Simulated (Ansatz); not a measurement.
The compound is KNiF3 (cubic perovskite) (Pm-3m).

```xyz
5
Lattice="0.0000 -3.8750 0.0000 0.0000 0.0000 3.8750 -3.8750 0.0000 0.0000" Properties=species:S:1:pos:R:3 pbc="T T T"
K     0.0000    0.0000    0.0000
Ni   -1.9375   -1.9375    1.9375
F     0.0000   -1.9375    1.9375
F    -1.9375   -1.9375    0.0000
F    -1.9375    0.0000    1.9375
```

The structure was relaxed with LDA. The structure type comes from a generator and need not be one that this composition takes. The structure was generated from a model, not taken from a measurement. The runs that relaxed it are not among those shown. The program's search for lower electronic states was switched off, so nothing shows that the state found is the lowest. PAW set soft_2, made with PBE.

A constrained-RPA run (Ansatz 0.2.0; non-magnetic LDA; Ni d, bands v4 to c1, 4×4×4 mesh, medium accuracy) builds 5 functions on bands 2.8 eV wide, with 8.0 electrons in the window. The bare on-site interaction is 23.3 eV and the bare J 0.78 eV.

Estimate U, U′ and J.

On the Ni d shell, U = 8.23 eV (35 % of the bare value), U′ = 6.93 eV, J = 0.65 eV.

The parent state is non-magnetic and the interaction static (zero frequency); U depends on the window and the orbitals, so it belongs to this model alone.

[Paths, hosts, dates, memory and timing lines, banners, echoed tables and standing remarks are left out of the program output.]

[Logs are printed without paths, hosts, clocks, repeated set-up lines and the standing remarks that a program may print on its own settings, such as how far it seeks lower states.]

[Runs of the session that timed out or met a known fault of the program may be left out.]

[Hosts, paths, dates, database ids (printed as entryN), source tags and the programs' standing remarks are cut or masked in the printed files.]
